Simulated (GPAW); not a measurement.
# Conductance along a series: biphenyl-4,4'-dithiol between two Al chains, part 2 of 3

Aim: how the conductance and the thermopower change along a series of junctions, biphenyl-4,4'-dithiol between two Al chains.

GPAW 26.7.0; GPAW LCAO, PAW setups; Landauer transmission from Green's functions with principal layers (ASE), zero bias.

So far, conductance (G₀): step 2 (junction, box 13.1 × 9 Å, twist 0 degrees) 0.0323; step 3 (another cell, twist 15 degrees) 0.0296; step 4 (another cell, twist 30 degrees) 0.0229.

### 5. Junction, box 12.9 × 10.2 Å: twist = 45

The cell differs from the one that the last finished run ended in (a 13.116 → 12.943 Å, b 9.588 → 10.233 Å; other edges change by under 0.2 %).

run.py reads:

```python
import json
import numpy as np
from ase import Atoms
from ase.transport.calculators import TransportCalculator
from gpaw import GPAW, FermiDirac
from gpaw.lcao.tools import get_lcao_hamiltonian
from scipy.linalg import eigh

# The junction with lead layers at both ends, along the third cell vector
device = Atoms(
    ['Al', 'Al', 'Al', 'Al', 'Al', 'Al', 'S', 'C', 'H', 'H', 'C', 'C', 'C', 'C', 'H', 'H', 'C', 'C', 'H', 'H', 'C', 'C', 'C', 'C', 'H', 'H', 'C', 'S', 'Al', 'Al', 'Al', 'Al', 'Al', 'Al'],
    positions=[
        [6.47171, 5.11666, 1.20000],
        [6.47171, 5.11666, 3.60000],
        [6.47171, 5.11666, 6.00000],
        [6.47171, 5.11666, 8.40000],
        [6.47171, 5.11666, 10.80000],
        [6.47171, 5.11666, 13.20000],
        [7.28488, 3.96801, 14.89096],
        [7.36072, 4.09614, 16.66299],
        [9.34458, 3.25000, 16.79673],
        [5.38259, 4.94397, 16.88421],
        [8.49814, 3.65989, 17.34295],
        [6.28660, 4.61256, 17.38879],
        [8.56476, 3.74895, 18.73793],
        [6.35592, 4.70150, 18.78392],
        [9.46991, 3.41381, 19.24105],
        [5.49990, 5.09796, 19.32700],
        [7.49576, 4.27217, 19.48279],
        [7.56591, 4.36469, 20.95008],
        [9.58196, 5.15505, 21.00475],
        [5.57266, 3.59089, 21.29394],
        [8.71661, 4.85115, 21.59080],
        [6.48499, 3.96698, 21.75346],
        [8.78429, 4.93887, 22.98583],
        [6.54978, 4.05521, 23.14885],
        [9.69342, 5.31402, 23.45013],
        [5.69426, 3.73306, 23.73703],
        [7.69876, 4.54679, 23.76964],
        [7.80113, 4.65602, 25.54164],
        [6.47171, 5.11666, 27.23293],
        [6.47171, 5.11666, 29.63293],
        [6.47171, 5.11666, 32.03293],
        [6.47171, 5.11666, 34.43293],
        [6.47171, 5.11666, 36.83293],
        [6.47171, 5.11666, 39.23293]],
    cell=[[12.94342, 0.0, 0.0], [0.0, 10.23332, 0.0], [0.0, 0.0, 40.43293]],
    pbc=True)

# One principal layer of the lead: the first 4 atoms of the device
lead = Atoms(
    ['Al', 'Al', 'Al', 'Al'],
    positions=[
        [6.47171, 5.11666, 1.20000],
        [6.47171, 5.11666, 3.60000],
        [6.47171, 5.11666, 6.00000],
        [6.47171, 5.11666, 8.40000]],
    cell=[[12.94342, 0.0, 0.0], [0.0, 10.23332, 0.0], [0.0, 0.0, 9.6]],
    pbc=True)

settings = dict(mode='lcao', basis='dzp', xc='RPBE', h=0.2,
                occupations=FermiDirac(0.1), maxiter=250,
                mixer=dict(beta=0.1, nmaxold=8, weight=100.0),
                convergence=dict(density=0.0001))
energies = np.arange(-2, 2 + 1e-9, 0.05)
eta = 0.0001
n1, n2 = 1, 1
# k and -k transmit alike, so half of the mesh across the current serves
mesh = [(i, j) for i in range(n1) for j in range(n2) if (i, j) <= (-i % n1, -j % n2)]
weights = np.array([1 if (i, j) == (-i % n1, -j % n2) else 2 for i, j in mesh]) / (n1 * n2)

# [... helper functions left out ...]
fermi_lead = ground_state(lead, (1, 1, 12), 'lead.txt')
fermi_device = ground_state(device, (1, 1, 2), 'device.txt')
# [... loop over the mesh left out, but for ...]
        # Shift the lead onto the potential of the device's first layer
        shift = ((H[:, 0, 0] - H0[:, 0, 0]) / S0[0, 0]).real.mean()
# [...]
kT = 8.617333e-5 * 300
bias = [0.1, 0.2, 0.5, 1.0, 1.5, 2.0]
# [... integrals and printing left out ...]
```

On the command line:

```console
> OMP_NUM_THREADS=1 OPENBLAS_NUM_THREADS=2 python run.py
```

Output:

```text
basis functions: device 378, principal layer 52
Fermi level: lead -3.4823 eV, device -3.1755 eV; lead shifted by -0.0029 eV
largest coupling past the next layer 1.29e-15 eV, largest misfit of the first layer 0.038 eV
  E-E_F (eV)   T (one spin)  [channel counts left out]
    -2.000    1.9078e-02
    -1.950    2.1860e-02
    -1.900    2.8727e-02
[...]
1.950    9.5824e-01
     2.000    8.0676e-01
conductance at 300 K: 0.014646 G0 a cell; thermopower -11.22 uV/K
current from the zero-bias T(E) at 0.1 V: 0.11306 uA
current from the zero-bias T(E) at 0.2 V: 0.22382 uA
current from the zero-bias T(E) at 0.5 V: 0.53343 uA
current from the zero-bias T(E) at 1.0 V: 1.0706 uA
current from the zero-bias T(E) at 1.5 V: 1.7856 uA
current from the zero-bias T(E) at 2.0 V: 2.2359 uA
```

Wall time 2.2 min (2 threads of Arm Neoverse V2, shared host); peak memory 1.9 GiB.

The conductance, 0.0146 G₀, lies 36 % below that of the member before.

### 6. Member of the series, box 12.7 × 10.9 Å: twist = 60

System of this step: biphenyl-4,4'-dithiol between two Al chains, rings twisted by 60 degrees. The cell holds 34 atoms: 12 Al, 2 S, 12 C and 8 H. Cell: a = 12.681 Å, b = 10.859 Å, c = 40.464 Å, α = 90.0°, β = 90.0°, γ = 90.0°. Regions: left lead, 6 atoms (6 Al); channel, 22 atoms (2 S, 12 C and 8 H); right lead, 6 atoms (6 Al). Vacuum lies along a and b. The structure is stacked along c, and the current runs across the ab planes.

run.py reads:

```python
import json
import numpy as np
from ase import Atoms
from ase.transport.calculators import TransportCalculator
from gpaw import GPAW, FermiDirac
from gpaw.lcao.tools import get_lcao_hamiltonian
from scipy.linalg import eigh

# The junction with lead layers at both ends, along the third cell vector
device = Atoms(
    ['Al', 'Al', 'Al', 'Al', 'Al', 'Al', 'S', 'C', 'H', 'H', 'C', 'C', 'C', 'C', 'H', 'H', 'C', 'H', 'C', 'H', 'C', 'C', 'C', 'C', 'H', 'C', 'H', 'S', 'Al', 'Al', 'Al', 'Al', 'Al', 'Al'],
    positions=[
        [6.34064, 5.42956, 1.20000],
        [6.34064, 5.42956, 3.60000],
        [6.34064, 5.42956, 6.00000],
        [6.34064, 5.42956, 8.40000],
        [6.34064, 5.42956, 10.80000],
        [6.34064, 5.42956, 13.20000],
        [6.98621, 4.21694, 14.91837],
        [7.09266, 4.37778, 16.68616],
        [8.92984, 3.25000, 16.83597],
        [5.26389, 5.51548, 16.89112],
        [8.15747, 3.79497, 17.37383],
        [6.11222, 5.06649, 17.40143],
        [8.24637, 3.90888, 18.76576],
        [6.20377, 5.17989, 18.79351],
        [9.09525, 3.45600, 19.27471],
        [5.41991, 5.71292, 19.32861],
        [7.27213, 4.60403, 19.49989],
        [9.28157, 5.73312, 20.96120],
        [7.36553, 4.72270, 20.96400],
        [5.47956, 3.73642, 21.36446],
        [8.46934, 5.34240, 21.57134],
        [6.35466, 4.21758, 21.79763],
        [8.55915, 5.45509, 22.96332],
        [6.44154, 4.33046, 23.19005],
        [9.43128, 5.93503, 23.40136],
        [7.54261, 4.95480, 23.77745],
        [5.64117, 3.92273, 23.80226],
        [7.67323, 5.09758, 25.54520],
        [6.34064, 5.42956, 27.26393],
        [6.34064, 5.42956, 29.66393],
        [6.34064, 5.42956, 32.06393],
        [6.34064, 5.42956, 34.46393],
        [6.34064, 5.42956, 36.86393],
        [6.34064, 5.42956, 39.26393]],
    cell=[[12.68128, 0.0, 0.0], [0.0, 10.85911, 0.0], [0.0, 0.0, 40.46393]],
    pbc=True)

# One principal layer of the lead: the first 4 atoms of the device
lead = Atoms(
    ['Al', 'Al', 'Al', 'Al'],
    positions=[
        [6.34064, 5.42956, 1.20000],
        [6.34064, 5.42956, 3.60000],
        [6.34064, 5.42956, 6.00000],
        [6.34064, 5.42956, 8.40000]],
    cell=[[12.68128, 0.0, 0.0], [0.0, 10.85911, 0.0], [0.0, 0.0, 9.6]],
    pbc=True)

settings = dict(mode='lcao', basis='dzp', xc='RPBE', h=0.2,
                occupations=FermiDirac(0.1), maxiter=250,
                mixer=dict(beta=0.1, nmaxold=8, weight=100.0),
                convergence=dict(density=0.0001))
energies = np.arange(-2, 2 + 1e-9, 0.05)
eta = 0.0001
n1, n2 = 1, 1
# k and -k transmit alike, so half of the mesh across the current serves
mesh = [(i, j) for i in range(n1) for j in range(n2) if (i, j) <= (-i % n1, -j % n2)]
weights = np.array([1 if (i, j) == (-i % n1, -j % n2) else 2 for i, j in mesh]) / (n1 * n2)

# [... helper functions left out ...]
fermi_lead = ground_state(lead, (1, 1, 12), 'lead.txt')
fermi_device = ground_state(device, (1, 1, 2), 'device.txt')
# [... loop over the mesh left out, but for ...]
        # Shift the lead onto the potential of the device's first layer
        shift = ((H[:, 0, 0] - H0[:, 0, 0]) / S0[0, 0]).real.mean()
# [...]
kT = 8.617333e-5 * 300
bias = [0.1, 0.2, 0.5, 1.0, 1.5, 2.0]
# [... integrals and printing left out ...]
```

Output:

```text
basis functions: device 378, principal layer 52
Fermi level: lead -3.5069 eV, device -3.2036 eV; lead shifted by -0.0031 eV
largest coupling past the next layer 1.02e-15 eV, largest misfit of the first layer 0.040 eV
  E-E_F (eV)   T (one spin)  [channel counts left out]
    -2.000    4.0198e-02
    -1.950    5.3875e-02
    -1.900    1.0501e-01
[...]
1.950    5.6936e-01
     2.000    7.9633e-01
conductance at 300 K: 0.0071908 G0 a cell; thermopower -10.95 uV/K
current from the zero-bias T(E) at 0.1 V: 0.055506 uA
current from the zero-bias T(E) at 0.2 V: 0.10984 uA
current from the zero-bias T(E) at 0.5 V: 0.26111 uA
current from the zero-bias T(E) at 1.0 V: 0.52318 uA
current from the zero-bias T(E) at 1.5 V: 0.89671 uA
current from the zero-bias T(E) at 2.0 V: 1.1176 uA
```

Elapsed: 2 min, on 2 threads; peak memory 2 GiB.

One spin. Transmission, zone mean against energy, zero at the Fermi level:

```tsv
energy (eV)	transmission, zone mean
-2.00	0.0402
-1.90	0.105
-1.85	0.465
-1.80	0.320
-1.70	0.0134
-1.55	0.00133
-1.45	3.7e-4
-1.35	6.7e-5
-1.25	5.3e-12
-1.15	0
-1.05	0
-0.90	0
-0.80	0
-0.70	0
-0.60	0
-0.50	0
-0.40	3.7e-6
-0.25	0.00302
-0.15	0.00490
-0.05	0.00668
0.00	0.00728
0.05	0.00770
0.15	0.00832
0.25	0.00926
0.40	0.0127
0.50	0.0170
0.60	0.0209
0.70	0.0199
0.80	0.0147
0.90	0.00962
1.05	0.00840
1.15	0.0112
1.25	0.0149
1.35	0.0203
1.45	0.0290
1.55	0.0439
1.70	0.0948
1.80	0.180
1.90	0.385
2.00	0.796
```

The conductance, 0.00719 G₀, lies 51 % below that of the member before.

### 7. Member of the series, box 12.4 × 11.6 Å: twist = 75

The cell differs from the one that the last finished run ended in (a 12.681 → 12.399 Å, b 10.859 → 11.569 Å; other edges change by under 0.2 %).

run.py reads:

```python
import json
import numpy as np
from ase import Atoms
from ase.transport.calculators import TransportCalculator
from gpaw import GPAW, FermiDirac
from gpaw.lcao.tools import get_lcao_hamiltonian
from scipy.linalg import eigh

# The junction with lead layers at both ends, along the third cell vector
device = Atoms(
    ['Al', 'Al', 'Al', 'Al', 'Al', 'Al', 'S', 'C', 'H', 'H', 'C', 'C', 'C', 'C', 'H', 'H', 'C', 'H', 'C', 'H', 'C', 'C', 'C', 'C', 'H', 'C', 'H', 'S', 'Al', 'Al', 'Al', 'Al', 'Al', 'Al'],
    positions=[
        [6.19936, 5.78455, 1.20000],
        [6.19936, 5.78455, 3.60000],
        [6.19936, 5.78455, 6.00000],
        [6.19936, 5.78455, 8.40000],
        [6.19936, 5.78455, 10.80000],
        [6.19936, 5.78455, 13.20000],
        [6.61268, 4.51710, 14.95007],
        [6.75673, 4.70079, 16.71296],
        [5.17728, 6.16895, 16.88794],
        [8.34814, 3.25000, 16.89236],
        [5.92797, 5.58095, 17.40986],
        [7.69559, 3.94508, 17.41569],
        [6.04647, 5.71112, 18.79843],
        [7.81159, 4.07625, 18.80410],
        [5.38037, 6.39658, 19.31933],
        [8.56208, 3.48429, 19.32476],
        [6.99023, 4.96205, 19.51968],
        [8.95212, 6.24015, 20.92167],
        [7.11193, 5.09891, 20.98012],
        [5.31002, 3.98712, 21.43517],
        [8.18474, 5.79887, 21.55494],
        [6.16004, 4.53153, 21.84265],
        [8.30145, 5.92893, 22.94341],
        [6.27384, 4.66158, 23.23162],
        [9.14872, 6.47196, 23.35583],
        [7.34309, 5.36581, 23.78656],
        [5.51951, 4.20418, 23.86677],
        [7.50785, 5.53181, 25.54942],
        [6.19936, 5.78455, 27.29984],
        [6.19936, 5.78455, 29.69984],
        [6.19936, 5.78455, 32.09984],
        [6.19936, 5.78455, 34.49984],
        [6.19936, 5.78455, 36.89984],
        [6.19936, 5.78455, 39.29984]],
    cell=[[12.39872, 0.0, 0.0], [0.0, 11.5691, 0.0], [0.0, 0.0, 40.49984]],
    pbc=True)

# One principal layer of the lead: the first 4 atoms of the device
lead = Atoms(
    ['Al', 'Al', 'Al', 'Al'],
    positions=[
        [6.19936, 5.78455, 1.20000],
        [6.19936, 5.78455, 3.60000],
        [6.19936, 5.78455, 6.00000],
        [6.19936, 5.78455, 8.40000]],
    cell=[[12.39872, 0.0, 0.0], [0.0, 11.5691, 0.0], [0.0, 0.0, 9.6]],
    pbc=True)

settings = dict(mode='lcao', basis='dzp', xc='RPBE', h=0.2,
                occupations=FermiDirac(0.1), maxiter=250,
                mixer=dict(beta=0.1, nmaxold=8, weight=100.0),
                convergence=dict(density=0.0001))
energies = np.arange(-2, 2 + 1e-9, 0.05)
eta = 0.0001
n1, n2 = 1, 1
# k and -k transmit alike, so half of the mesh across the current serves
mesh = [(i, j) for i in range(n1) for j in range(n2) if (i, j) <= (-i % n1, -j % n2)]
weights = np.array([1 if (i, j) == (-i % n1, -j % n2) else 2 for i, j in mesh]) / (n1 * n2)

# [... helper functions left out ...]
fermi_lead = ground_state(lead, (1, 1, 12), 'lead.txt')
fermi_device = ground_state(device, (1, 1, 2), 'device.txt')
# [... loop over the mesh left out, but for ...]
        # Shift the lead onto the potential of the device's first layer
        shift = ((H[:, 0, 0] - H0[:, 0, 0]) / S0[0, 0]).real.mean()
# [...]
kT = 8.617333e-5 * 300
bias = [0.1, 0.2, 0.5, 1.0, 1.5, 2.0]
# [... integrals and printing left out ...]
```

Output:

```text
basis functions: device 378, principal layer 52
Fermi level: lead -3.5316 eV, device -3.2314 eV; lead shifted by -0.0035 eV
largest coupling past the next layer 1.60e-15 eV, largest misfit of the first layer 0.041 eV
  E-E_F (eV)   T (one spin)  [channel counts left out]
    -2.000    1.7017e-01
    -1.950    6.0110e-01
    -1.900    2.3669e-01
[...]
1.950    9.1281e-02
     2.000    1.3702e-01
conductance at 300 K: 0.0020745 G0 a cell; thermopower -10.84 uV/K
current from the zero-bias T(E) at 0.1 V: 0.01601 uA
current from the zero-bias T(E) at 0.2 V: 0.031667 uA
current from the zero-bias T(E) at 0.5 V: 0.074999 uA
current from the zero-bias T(E) at 1.0 V: 0.1489 uA
current from the zero-bias T(E) at 1.5 V: 0.26261 uA
current from the zero-bias T(E) at 2.0 V: 0.32787 uA
```

The job ended after 2 min (2 threads; peak memory 1.9 GiB).

The conductance, 0.00207 G₀, lies 71 % below that of the member before.

### 8. Junction, box 11.8 × 12.9 Å: twist = 90

The cell differs from the one that the last finished run ended in (a 12.399 → 11.817 Å, b 11.569 → 12.854 Å; other edges change by under 0.2 %).

run.py reads:

```python
import json
import numpy as np
from ase import Atoms
from ase.transport.calculators import TransportCalculator
from gpaw import GPAW, FermiDirac
from gpaw.lcao.tools import get_lcao_hamiltonian
from scipy.linalg import eigh

# The junction with lead layers at both ends, along the third cell vector
device = Atoms(
    ['Al', 'Al', 'Al', 'Al', 'Al', 'Al', 'S', 'C', 'H', 'H', 'C', 'C', 'C', 'C', 'H', 'H', 'C', 'H', 'C', 'H', 'C', 'C', 'C', 'C', 'H', 'C', 'H', 'S', 'Al', 'Al', 'Al', 'Al', 'Al', 'Al'],
    positions=[
        [5.90828, 6.42685, 1.20000],
        [5.90828, 6.42685, 3.60000],
        [5.90828, 6.42685, 6.00000],
        [5.90828, 6.42685, 8.40000],
        [5.90828, 6.42685, 10.80000],
        [5.90828, 6.42685, 13.20000],
        [5.18046, 5.36469, 14.98384],
        [5.44904, 5.39065, 16.74153],
        [5.67373, 7.53831, 16.87497],
        [5.25249, 3.25000, 16.96192],
        [5.66667, 6.59408, 17.41353],
        [5.42499, 4.19836, 17.46559],
        [5.86967, 6.60176, 18.79839],
        [5.62728, 4.20865, 18.85026],
        [6.02629, 7.55512, 19.29987],
        [5.61692, 3.26217, 19.38767],
        [5.85425, 5.40988, 19.54080],
        [8.21634, 5.18324, 20.88886],
        [6.06595, 5.42029, 20.99733],
        [3.97239, 5.65084, 21.50123],
        [7.35412, 5.30010, 21.54274],
        [4.98572, 5.54833, 21.88542],
        [7.55615, 5.30932, 22.92747],
        [5.18547, 5.55934, 23.27073],
        [8.56656, 5.20735, 23.31668],
        [6.47304, 5.44501, 23.79634],
        [4.32360, 5.65542, 23.92616],
        [6.74312, 5.44717, 25.55402],
        [5.90828, 6.42685, 27.33819],
        [5.90828, 6.42685, 29.73819],
        [5.90828, 6.42685, 32.13819],
        [5.90828, 6.42685, 34.53819],
        [5.90828, 6.42685, 36.93819],
        [5.90828, 6.42685, 39.33819]],
    cell=[[11.81656, 0.0, 0.0], [0.0, 12.85369, 0.0], [0.0, 0.0, 40.53819]],
    pbc=True)

# One principal layer of the lead: the first 4 atoms of the device
lead = Atoms(
    ['Al', 'Al', 'Al', 'Al'],
    positions=[
        [5.90828, 6.42685, 1.20000],
        [5.90828, 6.42685, 3.60000],
        [5.90828, 6.42685, 6.00000],
        [5.90828, 6.42685, 8.40000]],
    cell=[[11.81656, 0.0, 0.0], [0.0, 12.85369, 0.0], [0.0, 0.0, 9.6]],
    pbc=True)

settings = dict(mode='lcao', basis='dzp', xc='RPBE', h=0.2,
                occupations=FermiDirac(0.1), maxiter=250,
                mixer=dict(beta=0.1, nmaxold=8, weight=100.0),
                convergence=dict(density=0.0001))
energies = np.arange(-2, 2 + 1e-9, 0.05)
eta = 0.0001
n1, n2 = 1, 1
# k and -k transmit alike, so half of the mesh across the current serves
mesh = [(i, j) for i in range(n1) for j in range(n2) if (i, j) <= (-i % n1, -j % n2)]
weights = np.array([1 if (i, j) == (-i % n1, -j % n2) else 2 for i, j in mesh]) / (n1 * n2)

# [... helper functions left out ...]
fermi_lead = ground_state(lead, (1, 1, 12), 'lead.txt')
fermi_device = ground_state(device, (1, 1, 2), 'device.txt')
# [... loop over the mesh left out, but for ...]
        # Shift the lead onto the potential of the device's first layer
        shift = ((H[:, 0, 0] - H0[:, 0, 0]) / S0[0, 0]).real.mean()
# [...]
kT = 8.617333e-5 * 300
bias = [0.1, 0.2, 0.5, 1.0, 1.5, 2.0]
# [... integrals and printing left out ...]
```

Output:

```text
basis functions: device 378, principal layer 52
Fermi level: lead -3.5646 eV, device -3.2699 eV; lead shifted by -0.0045 eV
largest coupling past the next layer 1.20e-15 eV, largest misfit of the first layer 0.042 eV
  E-E_F (eV)   T (one spin)  [channel counts left out]
    -2.000    2.3382e-06
    -1.950    3.2170e-06
    -1.900    3.5674e-06
[...]
1.950    1.7493e-03
     2.000    2.7919e-03
conductance at 300 K: 0.00022276 G0 a cell; thermopower -11.27 uV/K
current from the zero-bias T(E) at 0.1 V: 0.0017205 uA
current from the zero-bias T(E) at 0.2 V: 0.0034104 uA
current from the zero-bias T(E) at 0.5 V: 0.008203 uA
current from the zero-bias T(E) at 1.0 V: 0.017401 uA
current from the zero-bias T(E) at 1.5 V: 0.032136 uA
current from the zero-bias T(E) at 2.0 V: 0.0402 uA
```

Run time: 2 min. Hardware: 2 threads; peak memory 2.1 GiB.

One spin. The transmission, zone mean by energy, zero at the Fermi level:

energy (eV), transmission, zone mean and a bar:
```
   -2.000    0.00000 
   -1.800    0.00000 
   -1.600    0.00000 
   -1.400    0.00000 
   -1.200    0.00000 
   -1.000    0.00000 
   -0.800    0.00000 
   -0.600    0.00000 
   -0.400    0.00001 
   -0.200    0.00012 #
    0.000    0.00023 ##
    0.200    0.00028 ###
    0.400    0.00045 #####
    0.600    0.00083 #########
    0.650    0.00086 #########
    0.800    0.00056 ######
    1.000    0.00019 ##
    1.200    0.00026 ###
    1.400    0.00033 ####
    1.600    0.00048 #####
    1.800    0.00084 #########
    2.000    0.00279 ##############################
```

The conductance, 2.2e-4 G₀, lies a factor of 9.3 below that of the member before.

### 9. The series together

Times are for 2 threads of Arm Neoverse V2, shared host. Results by setting:

```tsv
no.	twist (degrees)	conductance (G₀)	thermopower (μV/K)	time	memory (GiB)
1	0	0.03227	-11.61	1.7 min	1.7
2	15	0.02955	-11.92	1.7 min	1.7
3	30	0.02286	-11.41	2 min	1.8
4	45	0.01465	-11.22	2.2 min	1.9
5	60	0.007191	-10.95	2 min	2.0
6	75	0.002075	-10.84	2 min	1.9
7	90	2.23e-4	-11.27	2 min	2.1
```

The runs together. Transmission, zone mean against energy, zero at the Fermi level:

```tsv
energy (eV)	0	15	30	60	75	90
-2.000	0.00832	0.00913	0.0120	0.0402	0.170	2.3e-6
-1.850	0.0120	0.0135	0.0203	0.465	0.0314	3.0e-6
-1.800	0.0156	0.0181	0.0308	0.320	0.00880	2.5e-6
-1.650	0.125	0.222	0.638	0.00544	7.9e-4	1.3e-6
-1.600	0.981	0.592	0.0626	0.00259	4.3e-4	1.0e-6
-1.400	0.00231	0.00188	0.00109	1.8e-4	3.6e-5	2.7e-7
-1.200	8.3e-12	7.1e-12	5.0e-12	1.1e-12	0	0
-1.000	0	0	0	0	0	0
-0.800	0	0	0	0	0	0
-0.600	0	0	0	0	0	0
-0.400	8.8e-7	1.1e-4	3.4e-7	3.7e-6	1.2e-5	5.0e-6
-0.200	0.0172	0.0155	0.0122	0.00391	0.00113	1.2e-4
0.000	0.0327	0.0299	0.0231	0.00728	0.00210	2.3e-4
0.200	0.0403	0.0369	0.0283	0.00871	0.00248	2.8e-4
0.400	0.0592	0.0542	0.0416	0.0127	0.00354	4.5e-4
0.600	0.0807	0.0748	0.0592	0.0209	0.00629	8.3e-4
0.800	0.0636	0.0580	0.0444	0.0147	0.00457	5.6e-4
1.000	0.0412	0.0367	0.0256	0.00660	0.00170	1.9e-4
1.200	0.0873	0.0759	0.0518	0.0129	0.00334	2.6e-4
1.400	0.226	0.188	0.116	0.0241	0.00590	3.3e-4
1.600	0.798	0.665	0.373	0.0555	0.0123	4.8e-4
1.700	0.981	0.995	0.729	0.0948	0.0193	6.2e-4
1.800	0.644	0.764	0.995	0.180	0.0331	8.4e-4
2.000	0.233	0.272	0.419	0.796	0.137	0.00279
```

The runs together. The current through one cell, from the zero-bias transmission by bias:

```tsv
bias (V)	0 (μA)	15 (μA)	30 (μA)	60 (μA)	75 (μA)	90 (μA)
0.100	0.249	0.228	0.177	0.0555	0.0160	0.00172
0.200	0.494	0.452	0.350	0.110	0.0317	0.00341
0.500	1.18	1.08	0.835	0.261	0.0750	0.00820
1.000	2.37	2.17	1.67	0.523	0.149	0.0174
1.500	3.84	3.53	2.75	0.897	0.263	0.0321
2.000	4.92	4.50	3.47	1.12	0.328	0.0402
```

(Continued in part 3 of 3.)

[Logs are printed without paths, hosts, clocks, repeated set-up lines and the standing remarks that a program may print on its own settings, such as how far it seeks lower states.]

[Hosts, paths, dates, database ids (printed as entryN), source tags and the programs' standing remarks are cut or masked in the printed files.]
